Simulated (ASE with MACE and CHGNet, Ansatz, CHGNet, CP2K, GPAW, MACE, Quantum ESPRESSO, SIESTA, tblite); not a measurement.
# Machine-learned potentials runs on (9,9) carbon nanotube bundle (108 atoms)

Wanted: machine-learned potentials inputs and outputs for (9,9) carbon nanotube bundle (108 atoms), checked against a plane-wave reference.

Program: ASE with MACE and CHGNet. Level of theory: the method is named at each step. Results are calculated unless marked as measured.

## (1) The starting structure

The cell holds 108 atoms: 108 C. Its edges and angles: a = 15.506 Å, b = 15.506 Å, c = 7.380 Å, α = 90.0°, β = 90.0°, γ = 120.0°. It derives from C (graphene). Graphene sheet (a = 2.46 Å) rolled into a (9,9) tube of diameter 12.21 Å, 3 periods, hexagonal bundle with 3.3 Å between walls; not relaxed, displaced by a Gaussian of 0.02 Å. Then every atom was moved at random, 0.02 Å r.m.s. a Cartesian component. The structure's axis is c.

The yardstick, on the same geometry:

```
method                 : Kohn-Sham DFT, PBE, PAW, plane waves (Ansatz 0.2.0); cutoff 420 eV, Γ point, fermi-dirac smearing of 0.05 eV; PAW set soft_2
r.m.s. force component : 1.649 eV/Å
longest force          : 9.274 eV/Å
pressure               : 3.501 GPa
SCF cycles             : 10
time                   : 22 s on 4 threads of Arm Neoverse V1, shared host
CPU time               : 83 s
```

## (2) MACE MPA-0 medium potential

Method: machine-learned interatomic potential MACE MPA-0 medium, trained on PBE(+U) plane-wave data.

run.py

```python
import numpy as np
from ase.io import read
import mlip  # loads the published weights by name

atoms = read("structure.xyz")
atoms.calc = mlip.calc("mace-mpa-0-medium")
energy = atoms.get_potential_energy()
forces = atoms.get_forces()
print(f"energy {energy:.6f} eV")
print("forces (eV/A)")
for i, (a, f) in enumerate(zip(atoms, forces)):
    print(f"{i:4d} {a.symbol:2s} {f[0]:10.5f} {f[1]:10.5f} {f[2]:10.5f}")
stress = -atoms.get_stress(voigt=False) * 160.21766
print("stress (GPa, compression positive)")
for row in stress:
    print(" ".join(f"{x:10.4f}" for x in row))
```

structure.xyz

```xyz
108
Lattice="15.50642 0.00000 0.00000 -7.75321 13.42896 0.00000 0.00000 0.00000 7.38000" Properties=species:S:1:pos:R:3 pbc="T T T"
C 6.05068 0.68582 1.23681
C 5.94338 1.43730 7.34192
C 5.42399 2.74542 0.02074
C 5.12952 3.35831 1.18154
C 4.19658 4.44512 1.21866
C 3.66541 4.90640 7.37557
C 2.39093 5.56228 2.48795
C 1.76052 5.78318 1.22560
C 0.36076 6.12535 1.21453
C -0.38495 6.08856 0.00812
C -1.71354 5.85516 0.00768
C -2.42435 5.61263 1.24213
C 11.87931 4.94105 1.21150
C 11.31984 4.44230 2.46462
C 10.35883 3.37940 2.49392
C 10.04490 2.74837 1.27932
C 9.57258 1.45060 1.20442
C 9.38859 0.70515 7.32679
C 1.67485 12.70809 7.35048
C 1.79626 12.06404 1.19445
C 2.29836 10.70960 1.18338
C 2.64020 10.05869 7.33638
C 3.55268 8.96813 0.01579
C 4.11261 8.52014 1.23394
C 5.36096 7.82895 1.26205
C 5.98369 7.57863 7.34199
C 7.37447 7.33987 7.35742
C 8.09823 7.33382 1.24021
C 9.48210 7.52680 1.22788
C 10.18942 7.83016 7.35801
C -4.13145 8.56620 0.00111
C -3.54291 8.97135 1.19814
C -2.65625 10.08219 1.27394
C -2.32961 10.66219 2.47924
C -1.79316 12.02510 2.48876
C -1.70036 12.73831 1.20803
C 6.01804 0.70314 3.72432
C 5.97183 1.36949 2.50330
C 5.45586 2.72218 2.49474
C 5.12379 3.31642 3.66181
C 4.17293 4.42565 3.72070
C 3.64471 4.90708 2.42049
C 2.40753 5.60471 4.92349
C 1.74323 5.88027 3.67605
C 0.30710 6.10333 3.66675
C -0.36820 6.07754 2.47119
C -1.73625 5.85744 2.45968
C -2.44389 5.63788 3.66004
C 11.80713 4.91621 3.71288
C 11.33481 4.46043 4.90526
C 10.42667 3.34757 4.89006
C 10.04041 2.73091 3.67421
C 9.59669 1.43569 3.69605
C 9.45535 0.72490 2.42743
C 1.70509 12.72099 2.46034
C 1.80340 12.04900 3.69207
[... 48 atom lines left out ...]
C -2.65144 10.06850 6.15831
C -2.33821 10.68139 0.02089
C -1.84061 12.00737 7.33705
C -1.75602 12.68782 6.15558
```

Run with:

```console
> OMP_NUM_THREADS=1 python run.py > output.txt
```

What it wrote:

```text
energy -985.451186 eV
forces (eV/A)
   0 C     0.20376    1.60876   -0.43561
   1 C     0.05071   -1.49435    2.91073
   2 C     0.93228   -0.70249   -2.67455
   3 C    -0.75049    0.42818    4.23147
   4 C     0.40997   -0.10415   -0.32355
   5 C    -1.30392    0.66521    0.00715
   6 C     0.83941    0.15318   -1.67973
   7 C    -2.56465    1.36878    0.53236
   8 C    -0.07635   -0.86184    1.46141
   9 C     2.68934    0.76927    0.83863
  10 C    -3.45373   -0.69532   -0.68200
  11 C     1.29009    0.69522   -1.18841
  12 C    -1.95240   -1.70489    0.97522
  13 C    -0.62134    0.20120    0.03294
  14 C     1.07426    0.65612   -1.91126
  15 C     0.12923    0.86565   -2.15068
  16 C    -0.66818   -1.74256    0.11486
  17 C     0.35033   -0.10419    2.62642
  18 C    -0.36216    1.18425    0.13681
  19 C     0.64231   -2.37876    1.37783
  20 C     0.44224   -0.71657    0.81055
  21 C    -0.03975    0.33262    1.08920
  22 C     0.00042    0.23968   -1.21348
  23 C     0.54724   -0.48107    0.01706
[...]
100 C     1.79675    0.27419   -1.04047
 101 C    -1.57151   -0.68491    0.44818
 102 C    -0.52312   -1.01190    1.77128
 103 C     1.08565    1.10710   -3.27281
 104 C    -0.51594    0.05688    0.79113
 105 C     0.65329    0.46219   -0.43240
 106 C    -0.23399   -0.93075    2.41307
 107 C     0.66994    2.04570   -2.04007
stress (GPa, compression positive)
    2.1631     0.3385    -0.1154
    0.3385     1.9172     0.1611
   -0.1154     0.1611     3.3389
```

Elapsed: 9.5 s, on 1 thread of Arm Neoverse V1, shared host; peak memory 1.2 GiB.

Banners, paths, timers and routine set-up lines are dropped from the logs unmarked, and long logs keep their key lines alone; longer cuts are marked.

Numbers from this run, and their distance from the reference:

```yaml
r_m_s_force_component: 1.59 eV/Å
r_m_s_difference_of_force_components: 308.5 meV/Å
longest_difference_of_force_vectors: 1002 meV/Å
force_difference_over_r_m_s_force: 18.7 %
slope_of_forces_against_the_reference_s: 0.9471
correlation_of_force_components: 0.9825
pressure: 2.473 GPa
pressure_difference: -1.028 GPa
```

A closer look about C65, picked at random: 10 atoms, nearest first, numbered in the order of the input, with positions taken from that point.

```csv
atom,x,y,z,distance (Å),bonds,Fx,Fy,Fz (eV/Å)
C65,0.00,0.00,0.00,0.00,3,1.24,0.87,1.50
C64,-1.38,-0.23,0.03,1.40,3,-1.53,-0.03,-0.27
C66,0.69,0.34,-1.18,1.40,3,-1.18,-1.55,-1.39
C102,0.71,0.30,1.24,1.46,3,-1.57,-0.68,0.45
C29,-0.01,-0.03,-2.43,2.43,3,2.22,1.55,0.11
C63,-2.12,-0.20,-1.22,2.45,3,1.05,-0.45,1.50
C67,1.93,1.00,-1.15,2.46,3,-1.07,-1.03,-5.06
C99,-2.10,-0.21,1.28,2.47,3,0.67,0.08,-0.95
C103,1.90,1.02,1.24,2.49,3,-0.52,-1.01,1.77
C101,0.00,0.05,2.50,2.50,3,1.80,0.27,-1.04
```

Atoms are counted from 1 here, from 0 in the log.

Forces lie 19 % from the reference's, at 0.11 times its CPU time (on 1 against 4 cores).

## (3) MACE MP-0b2 small potential

Method: machine-learned interatomic potential MACE MP-0b2 small, trained on PBE(+U) plane-wave data.

Edit run.py of step 2 so:

```diff
@@ -5,3 +5,3 @@
 atoms = read("structure.xyz")
-atoms.calc = mlip.calc("mace-mpa-0-medium")
+atoms.calc = mlip.calc("mace-mp-0b2-small")
 energy = atoms.get_potential_energy()
```

structure.xyz is that of step 2.

What it wrote:

```text
energy -984.674582 eV
forces (eV/A)
   0 C     0.15452    1.52668   -0.45010
   1 C    -0.07238   -1.60681    2.59507
   2 C     0.89695   -0.42787   -2.03530
   3 C    -0.64444    0.31012    3.45876
   4 C     0.34493   -0.15460   -0.19239
   5 C    -1.29559    0.52482   -0.06651
   6 C     0.71925    0.11092   -1.55761
   7 C    -2.40856    1.27620    0.35657
   8 C     0.00177   -0.84914    1.46822
   9 C     2.17537    0.79156    0.60459
  10 C    -2.99815   -0.64095   -0.60913
  11 C     1.22557    0.55684   -1.23674
  12 C    -1.72853   -1.71425    0.99264
  13 C    -0.59193    0.24137    0.02592
  14 C     1.03600    0.58479   -1.80554
  15 C    -0.06085    0.68792   -1.90436
  16 C    -0.57248   -1.61174    0.06457
  17 C     0.46716    0.09206    2.41301
  18 C    -0.25580    1.07554    0.09187
  19 C     0.70006   -2.22060    1.16984
  20 C     0.32623   -0.55322    0.83968
  21 C    -0.06232    0.29090    0.98143
  22 C     0.20379    0.21968   -1.12731
  23 C     0.55361   -0.35142   -0.01839
[...]
100 C     1.74089    0.31739   -0.89557
 101 C    -1.54809   -0.55538    0.58024
 102 C    -0.42380   -0.86346    1.82129
 103 C     0.78428    0.96752   -3.09090
 104 C    -0.58340   -0.06441    0.72611
 105 C     0.77845    0.56753   -0.37711
 106 C    -0.32508   -0.69805    2.19830
 107 C     0.55663    1.70205   -1.80347
stress (GPa, compression positive)
    2.2355     0.3342    -0.1342
    0.3342     2.0347     0.2147
   -0.1342     0.2147     3.9677
```

Elapsed: 7.5 s, on 1 thread; peak memory 0.68 GiB.

Numbers from this run, and their distance from the reference:

| Item | Value |
| --- | --- |
| r.m.s. force component | 1.418 eV/Å |
| r.m.s. difference of force components | 359.7 meV/Å |
| longest difference of force vectors | 1328 meV/Å |
| force difference over r.m.s. force | 21.81 % |
| slope of forces against the reference's | 0.8456 |
| correlation of force components | 0.9838 |
| pressure | 2.746 GPa |
| pressure difference | -0.7554 GPa |

Against the first run (19 %), the force difference from the reference is 22 %, at 0.77 times the CPU time.

## (4) CHGNet r2SCAN potential

Method: machine-learned interatomic potential CHGNet r2SCAN, trained on r2SCAN plane-wave data.

Edit run.py of step 3 so:

```diff
@@ -5,3 +5,3 @@
 atoms = read("structure.xyz")
-atoms.calc = mlip.calc("mace-mp-0b2-small")
+atoms.calc = mlip.calc("chgnet-r2scan")
 energy = atoms.get_potential_energy()
```

structure.xyz is that of step 3.

What it wrote:

```text
CHGNet vr2scan initialized with 412,525 parameters
CHGNet will run on cpu
energy -1066.315063 eV
forces (eV/A)
   0 C     0.01032    1.40445   -0.55982
   1 C     0.27392   -1.27164    2.32487
   2 C     0.62776   -0.79378   -2.17771
   3 C    -0.45988    0.74803    3.54725
   4 C     0.29955   -0.23375   -0.31378
   5 C    -1.17194    0.69186    0.16556
   6 C     0.65488   -0.12650   -1.22212
   7 C    -1.98436    0.78098    0.52410
   8 C     0.29301   -0.24756    0.99780
   9 C     2.12482    0.48793    0.69172
  10 C    -3.05258   -0.57460   -0.53558
  11 C     1.11277    0.53909   -0.86600
  12 C    -1.53523   -1.16457    0.68500
  13 C    -0.23475    0.03226   -0.14417
  14 C     0.75579    0.97766   -1.40688
  15 C     0.03883    0.53342   -1.58830
  16 C    -0.48508   -1.46126    0.22125
  17 C     0.00324   -0.28617    2.29775
  18 C    -0.17908    0.93719   -0.03265
  19 C     0.47878   -1.80469    1.04746
  20 C     0.23618   -0.36673    0.56176
  21 C     0.01221    0.05049    0.98581
  22 C    -0.06965    0.19557   -0.99050
  23 C     0.56401   -0.46370    0.02439
[...]
100 C     1.53947    0.34695   -0.85759
 101 C    -1.20209   -0.52949    0.36364
 102 C    -0.54617   -0.68946    1.48763
 103 C     0.85739    0.75856   -2.53997
 104 C    -0.31441   -0.29438    0.46745
 105 C     0.49047    0.57352   -0.40373
 106 C    -0.07904   -0.61041    2.12354
 107 C     0.38912    1.55450   -1.57030
stress (GPa, compression positive)
    0.7220     0.3516    -0.0932
    0.3516     0.7849     0.1612
   -0.0932     0.1612     2.3174
```

Wall time 4.8 s (1 thread); peak memory 2 GiB.

Against the reference:

| Item | Value |
| --- | --- |
| r.m.s. force component | 1.302 eV/Å |
| r.m.s. difference of force components | 491.4 meV/Å |
| longest difference of force vectors | 1634 meV/Å |
| force difference over r.m.s. force | 29.79 % |
| slope of forces against the reference's | 0.7671 |
| correlation of force components | 0.9719 |
| pressure | 1.275 GPa |
| pressure difference | -2.227 GPa |

Against the first run (19 %), the force difference from the reference is 30 %, at 0.52 times the CPU time; this potential was trained at another functional than the reference's, which explains only part of so large a difference.

## (5) All runs compared

Differences are against the plane-wave reference, forces as r.m.s. over components; share is that over the reference's r.m.s. force, slope the least-squares factor from reference forces to these. Total energies of different programs have different zeros and aren't compared.

```csv
run,"Δ force, r.m.s. (meV/Å)",share (%),slope,Δ pressure (GPa),cores,CPU time,memory (GiB)
reference,-,-,-,-,4,83 s,1.7
MACE MPA-0 medium potential,308,18.7,0.947,-1.03,1,9.3 s,1.2
MACE MP-0b2 small potential,360,21.8,0.846,-0.755,1,7.2 s,0.68
CHGNet r2SCAN potential,491,29.8,0.767,-2.23,1,4.8 s,2.0
```

Times of the machine-learned potentials are mostly Python's start and the loading of weights.

CPU time is summed over cores on a shared host, where runs went side by side, so it is rough. Symmetry, cutoffs, thresholds, outputs and thread counts weren't matched or tuned between programs; memory under MPI is the largest rank's times the ranks.

## (6) Outcome

```yaml
nearest_in_forces: MACE MPA-0 medium potential, 19 %
its_cpu_time: 9.3 s
```

**Reading.** Machine-learned potentials differ by 19 % (MACE MPA-0 medium potential) to 30 % (CHGNet r2SCAN potential); they were trained on other programs' data, some at another functional. Among those trained on PBE data the slope goes as low as 0.85, which softening far from their training structures can give, though the reference's k-sampling is untested too. Machine-learned potentials mimic data converged in k, so the reference's own k-point error enters their differences. The reference's pressure of 3.5 GPa belongs to a cell and atoms that aren't relaxed at this level. The electronic-structure runs sample only Γ, in a cell whose shortest periodic width is 7 Å, which is coarse for a cell with partly filled levels.

[Also dropped from logs without a mark: logging warnings of Python, and SIESTA's first energy breakdown and zero terms.]

[Logs are printed without paths, hosts, clocks, repeated set-up lines and the standing remarks that a program may print on its own settings, such as how far it seeks lower states.]

[Hosts, paths, dates, database ids (printed as entryN), source tags and the programs' standing remarks are cut or masked in the printed files.]
